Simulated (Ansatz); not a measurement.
BaTiO3 (Barioperovskite), computed twice by G0W0.

```yaml
crystal:
  lattice:
    - [3.98550, 0.00000, 0.00000]
    - [0.00000, 2.83690, 2.84515]
    - [0.00000, -2.83690, 2.84515]
  atoms:
    - { symbol: Ba, position: [0.00000, 0.00000, 0.00000] }
    - { symbol: Ti, position: [0.50000, 0.51240, 0.51240] }
    - { symbol: O, position: [0.00000, 0.48740, 0.48740] }
    - { symbol: O, position: [0.50000, 0.50524, 0.99184] }
    - { symbol: O, position: [0.50000, 0.99184, 0.50524] }
```

The cell and positions come from the Crystallography Open Database and are kept as given unless a step says otherwise. Spin-orbit coupling is left out unless a run names it.

The first (Ansatz 0.2.0; start LDA, 4×4×4 mesh, 146 empty bands, screening to 300 eV, PAW set soft_1 files; 1 × NVIDIA H100 80GB HBM3 (shared by 6 runs) with 2 threads of AMD EPYC 7R13 (Zen 3), shared host) gave, on its mesh: starting gap 1.82 eV, G0W0 gap 3.42 eV, RPA ε∞ (mean) 6.53, 16 s.

**Question.** The second changes start from LDA to r2SCAN and screening cutoff (eV) from 300 to 100. What does it give?

It gave: starting gap 2.26 eV, G0W0 gap 3.30 eV, RPA ε∞ (mean) 5.67, 10 s. The G0W0 gap moves by −0.11 eV, +0.44 eV from the start and −0.55 eV from the correction. Σc changes by −0.03 eV at the valence top and +0.10 eV at the conduction bottom, and Σx − Vxc between them by −0.68 eV.

Limits: not at the basis limit; no spin-orbit coupling; coarse k mesh.

[Paths, hosts, dates, memory and timing lines, banners, echoed tables and standing remarks are left out of the program output.]

[Logs are printed without paths, hosts, clocks, repeated set-up lines and the standing remarks that a program may print on its own settings, such as how far it seeks lower states.]

[Runs of the session that timed out or met a known fault of the program may be left out.]

[Cells called generated may have been cut or substituted from an entry of the Crystallography Open Database or the Materials Project.]

[Hosts, paths, dates, database ids (printed as entryN), source tags and the programs' standing remarks are cut or masked in the printed files.]
